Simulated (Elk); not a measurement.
## Collinear magnetic orders of Eu with Elk

Wanted: the moments of Eu and the energy of each order that was tried.

Method: PBE with U = 6.00 eV on Eu f; all-electron APW+lo, Dirac cores, scalar-relativistic bands, in Elk 11.2.3 (patched build).

The database entry behind the starting cell differs from later determinations by our own check (about 0.5 % long), so it need not match the best structure at ambient conditions.

### Step 1. The structure

The structure is cubic, space group Im-3m (No. 229). The conventional cell has a = 4.606 Å, b = 4.606 Å, c = 4.606 Å, α = 90.00°, β = 90.00°, γ = 90.00°. Nearest to Eu lie 8 Eu at 3.99 Å.

### Step 2. Start 1: ferro +

Parallel moments need no larger cell; this start tests for a ferromagnetic state only. A Hubbard U of customary size acts on the open shell; it was not fitted to this crystal.

The last three numbers of an atom's line are a seed field in its sphere. It points against the wanted moment and shrinks by the factor reducebf each loop.

elk.in

```
tasks
  0
  33
  73

xctype
  20

rgkmax
  7.0

nempty
  12

swidth
  0.001837

reducebf
  0.6

epsengy
  1e-05

maxscl
  100

lmaxi
  3

lmaxo
  10

lmaxapw
  10

spinpol
  .true.

sppath
  './'

avec
  -4.35203926501 4.35203926501 4.35203926501
  4.35203926501 -4.35203926501 4.35203926501
  4.35203926501 4.35203926501 -4.35203926501

atoms
  1
  'Eu.in'
  1
  0.0000000000 0.0000000000 0.0000000000   0.000000 0.000000 -0.500000

ngridk
  10 10 10

dft+u
  1 1
  1 3 0.220496 0.000000

plot3d
  0 0 0
  1 0 0
  0 1 0
  0 0 1
  20 20 20
```

Run with:

```bash
OMP_NUM_THREADS=4 elk
```

Numbers of over 12 decimals in the logs are rounded to 6 here.

Log:

```text
Warning(linengy): could not find 3 linearisation energies in s.c. loop 7
Warning(linengy): could not find 3 linearisation energies in s.c. loop 8
Warning(linengy): could not find 1 linearisation energies in s.c. loop 9

--- INFO.OUT ---
┌─────────────────────────┐
│ Elk code version 11.2.3 │
└─────────────────────────┘

All units are atomic (Hartree, Bohr, etc.)

┌─────────────────────────────────────────────────┐
│ Ground-state run starting from atomic densities │
└─────────────────────────────────────────────────┘

Lattice vectors :
  -4.352039265       4.352039265       4.352039265
   4.352039265      -4.352039265       4.352039265
   4.352039265       4.352039265      -4.352039265

Reciprocal lattice vectors :
  0.3208721071E-16  0.7218667991      0.7218667991
  0.7218667991      0.3208721071E-16  0.7218667991
  0.7218667991      0.7218667991      0.3208721071E-16

Unit cell volume      :    329.7147730
Brillouin zone volume :   0.7523175597

Muffin-tin inner radius fraction :   0.1000000000E-01

Nuclei treated as point charges

Species : 1 (Eu)
 parameters loaded from : Eu.in
 name : europium
 nuclear charge    :   -63.00000000
 electronic charge :    63.00000000
 atomic mass :    277013.4259
 muffin-tin radius :    2.800000000
 number of radial points in muffin-tin :   1393
 inner part over the whole radius :   0.9899008687E-02
 number on inner part of muffin-tin    :    997
 approximate nuclear radius :   0.9548609764E-04
 number of mesh points to nuclear radius :    510
 atomic positions (lattice), magnetic fields (Cartesian) :
  1 :   0.00000000  0.00000000  0.00000000    0.00000000  0.00000000 -0.50000000

Total number of atoms per unit cell :    1
Total muffin-tin volume :    91.95232258
 ratio of muffin-tin to unit cell volume :   0.2788844483

Spin treatment :
 spin-polarised
 global magnetic field (Cartesian) :    0.000000000       0.000000000       0.000000000
 collinear magnetisation in z-direction

Number of Bravais lattice symmetries :   48
Number of crystal symmetries         :   48
Crystal has inversion symmetry
Real symmetric eigensolver will be used

k-point grid :     10    10    10
k-point offset :    0.000000000       0.000000000       0.000000000
k-point set is reduced with full crystal symmetry group
Total number of k-points :       47

Muffin-tin radius times maximum |G+k| :    7.000000000
 using average radius
Maximum |G+k| for APW functions       :    2.500000000
Maximum (1/2)|G+k|²                   :    3.125000000
Maximum |G| for potential and density :    12.00000000
Constant for pseudocharge density :    8
 order of it for each species :   15
 order of it for pair densities of each species (exact exchange by exxq0 0: 19) :   10
Radial integration step length :    1

G-vector grid sizes :     30    30    30
Number of G-vectors :     9693

Maximum angular momentum used for
 APW functions            :   10
 outer part of muffin-tin :   10
 inner part of muffin-tin :    3

Total nuclear charge    :   -63.00000000
Total core charge       :    46.00000000
Total valence charge    :    17.00000000
Total excess charge     :    0.000000000
Total electronic charge :    63.00000000

Effective Wigner radius, rₛ :    1.077051366

Number of empty states         :     12
Total number of valence states :     42
Total number of core states    :     46

Third-order local-orbitals added for an l without core states : T
Total number of local-orbitals :     34

Exchange-correlation functional :     20     0     0
 Perdew-Burke-Ernzerhof, Phys. Rev. Lett. 77, 3865 (1996)
 gradient requirement :    1
 generalised gradient approximation (GGA)

DFT+U calculation
 fully localised limit (FLL)
 see Phys. Rev. B 52, R5467 (1995)
 species : 1 (Eu), l = 3, U =   0.22049600, J =   0.00000000

Smearing type :    3
 Fermi-Dirac
Smearing width :   0.1837000000E-02
Effective electronic temperature (K) :    580.0787206

Mixing type :    3
 Broyden mixing, J. Phys. A: Math. Gen. 17, L317 (1984)

Kohn-Sham potential initialised from atomic data

┌──────────────────────────────┐
│ Self-consistent loop started │
└──────────────────────────────┘

┌─────────────────┐
│ Loop number : 1 │
└─────────────────┘

Energies :
 Fermi                       :     0.97888813327459E-01
 sum of occupied eigenvalues :     -6688.6558219864
 electron kinetic            :      11785.440897864
 core electron kinetic       :      11615.493411484
 Coulomb                     :     -22395.183010120
 Coulomb potential           :     -18195.617252538
 nuclear-nuclear             :     -829.73272300795
 electron-nuclear            :     -24947.666407853
 Hartree                     :      3382.2161207406
 Madelung                    :     -13297.374383851
 xc potential                :     -278.01072194696
 xc effective B-field        :    -0.481857
 external B-field            :      0.000000
 exchange                    :     -238.82898651450
 correlation                 :     -3.541199
 DFT+U                       :     0.570480
 electron entropic           :    -0.29828615496738E-02
 total energy                :     -10851.544800866
 (external B-field energy excluded from total)

Density of states at Fermi energy :    244.6103991
 (states/Hartree/unit cell)

Estimated indirect band gap :   0.1722553811E-04
 from k-point 21 to k-point 31
Estimated direct band gap   :   0.1393428032E-03
 at k-point 31

Charges :
 core                        :    46.00000000
 valence                     :    17.00000000
 interstitial                :    2.577426659
 muffin-tins (core leakage)
  species : 1 (Eu)
   atom 1                    :    60.42257334     (  0.1893704679E-04)
 total in muffin-tins        :    60.42257334
 total calculated charge     :    62.99998138
 total charge                :    63.00000000
 error                       :   0.1862440268E-04

Moments :
 interstitial                :   0.4884395735
 muffin-tins
  species : 1 (Eu)
   atom 1                    :    6.193340315
 total in muffin-tins        :    6.193340315
 total moment                :    6.681779888

┌─────────────────┐
│ Loop number : 2 │
└─────────────────┘

Energies :
 Fermi                       :     0.79466297171440E-01
 sum of occupied eigenvalues :     -6689.5292442496
 electron kinetic            :      11797.855294499
 core electron kinetic       :      11614.112472277
 Coulomb                     :     -22408.806398547
 Coulomb potential           :     -18168.112659891
 nuclear-nuclear             :     -829.73272300795
 electron-nuclear            :     -25002.420565795
 Hartree                     :      3423.3468902563
 Madelung                    :     -13324.750068601
 xc potential                :     -318.74171355257
 xc effective B-field        :    -0.607004
 external B-field            :      0.000000
 exchange                    :     -240.04463203534
 correlation                 :     -3.553444
 DFT+U                       :     0.736579
 electron entropic           :    -0.33538251364442E-03
 total energy                :     -10853.812937023
 (external B-field energy excluded from total)

Density of states at Fermi energy :    30.99832871
 (states/Hartree/unit cell)

Estimated indirect band gap :   0.2564030354E-03
 from k-point 44 to k-point 33
Estimated direct band gap   :   0.4775516053E-02
 at k-point 44

Charges :
 core                        :    46.00000000
 valence                     :    17.00000000
 interstitial                :    1.987840796
 muffin-tins (core leakage)
  species : 1 (Eu)
   atom 1                    :    61.01215920     (  0.1880867669E-04)
 total in muffin-tins        :    61.01215920
 total calculated charge     :    62.99998157
 total charge                :    63.00000000
 error                       :   0.1843044200E-04

Moments :
 interstitial                :   0.2372831510
 muffin-tins
  species : 1 (Eu)
   atom 1                    :    6.916012420
 total in muffin-tins        :    6.916012420
 total moment                :    7.153295571

RMS change in Kohn-Sham potential (target) :    4.084132985     (  0.1000000000E-05)
Absolute change in total energy (target)   :    2.268136157     (  0.1000000000E-04)

[... loops 3 to 29 left out ...]

┌──────────────────┐
│ Loop number : 30 │
└──────────────────┘

Energies :
 Fermi                       :     0.139032
 sum of occupied eigenvalues :     -6686.3428476423
 electron kinetic            :      11799.639413110
 core electron kinetic       :      11615.614583488
 Coulomb                     :     -22409.196596831
 Coulomb potential           :     -18167.551520496
 nuclear-nuclear             :     -829.73272300795
 electron-nuclear            :     -25003.751837989
 Hartree                     :      3424.2879641654
 Madelung                    :     -13325.420836583
 xc potential                :     -317.81091291049
 xc effective B-field        :    -0.619828
 external B-field            :      0.000000
 exchange                    :     -240.08096842053
 correlation                 :     -3.552201
 DFT+U                       :     0.740781
 electron entropic           :    -0.45775667630710E-03
 total energy                :     -10852.450030264
 (external B-field energy excluded from total)

Density of states at Fermi energy :    40.85910435
 (states/Hartree/unit cell)

Estimated indirect band gap :   0.5425222317E-03
 from k-point 30 to k-point 23
Estimated direct band gap   :   0.8804370947E-02
 at k-point 14

Charges :
 core                        :    46.00000000
 valence                     :    17.00000000
 interstitial                :    1.962126450
 muffin-tins (core leakage)
  species : 1 (Eu)
   atom 1                    :    61.03787355     (  0.1871405373E-04)
 total in muffin-tins        :    61.03787355
 total calculated charge     :    62.99998164
 total charge                :    63.00000000
 error                       :   0.1836385602E-04

Moments :
 interstitial                :   0.4670353650
 muffin-tins
  species : 1 (Eu)
   atom 1                    :    7.028467801
 total in muffin-tins        :    7.028467801
 total moment                :    7.495503166

RMS change in Kohn-Sham potential (target) :   0.1977506801E-06 (  0.1000000000E-05)
Absolute change in total energy (target)   :   0.5711357517E-05 (  0.1000000000E-04)

Convergence targets achieved

┌──────────────────┐
│ Loop number : 31 │
└──────────────────┘

Energies :
 Fermi                       :     0.139031
 sum of occupied eigenvalues :     -6686.3428426133
 electron kinetic            :      11799.639415684
 core electron kinetic       :      11615.614582870
 Coulomb                     :     -22409.196591107
 Coulomb potential           :     -18167.551520899
 nuclear-nuclear             :     -829.73272300795
 electron-nuclear            :     -25003.751826261
 Hartree                     :      3424.2879581620
 Madelung                    :     -13325.420830658
 xc potential                :     -317.81090902127
 xc effective B-field        :    -0.619829
 external B-field            :      0.000000
 exchange                    :     -240.08096855761
 correlation                 :     -3.552201
 DFT+U                       :     0.740781
 electron entropic           :    -0.45776282629648E-03
 total energy                :     -10852.450022044
 (external B-field energy excluded from total)

Density of states at Fermi energy :    40.85977558
 (states/Hartree/unit cell)

Estimated indirect band gap :   0.5423482134E-03
 from k-point 30 to k-point 23
Estimated direct band gap   :   0.8804285267E-02
 at k-point 14

Charges :
 core                        :    46.00000000
 valence                     :    17.00000000
 interstitial                :    1.962126641
 muffin-tins (core leakage)
  species : 1 (Eu)
   atom 1                    :    61.03787336     (  0.1871404803E-04)
 total in muffin-tins        :    61.03787336
 total calculated charge     :    62.99998164
 total charge                :    63.00000000
 error                       :   0.1836384929E-04

Moments :
 interstitial                :   0.4670485197
 muffin-tins
  species : 1 (Eu)
   atom 1                    :    7.028472211
 total in muffin-tins        :    7.028472211
 total moment                :    7.495520731

┌──────────────────────────────┐
│ Self-consistent loop stopped │
└──────────────────────────────┘

Wrote STATE.OUT
```

Wall time 2.2 min (4 threads of Arm Neoverse V1, shared host); peak memory 0.44 GiB; 8 min of CPU time.

Read from the output:

* density of states at the Fermi level: 1.502 states/eV/cell
* moment between the spheres: 0.4670 μB
* magnetization: 7.496 μB
* final state: ferromagnetic
* largest moment: 7.028 μB

After 31 cycles the largest moment stands at 7.03 μB.

(Part 1 of 2 ends here.)

[Logs and program files are shortened in this print: banners, set-up blocks, solver, clock and traceback lines can be left out without a mark of their own.]

[Logs are printed without paths, hosts, clocks, repeated set-up lines and the standing remarks that a program may print on its own settings, such as how far it seeks lower states.]

[Hosts, paths, dates, database ids (printed as entryN), source tags and the programs' standing remarks are cut or masked in the printed files.]

[Where a cell is said to come from a database of computed structures, the database is the Materials Project.]
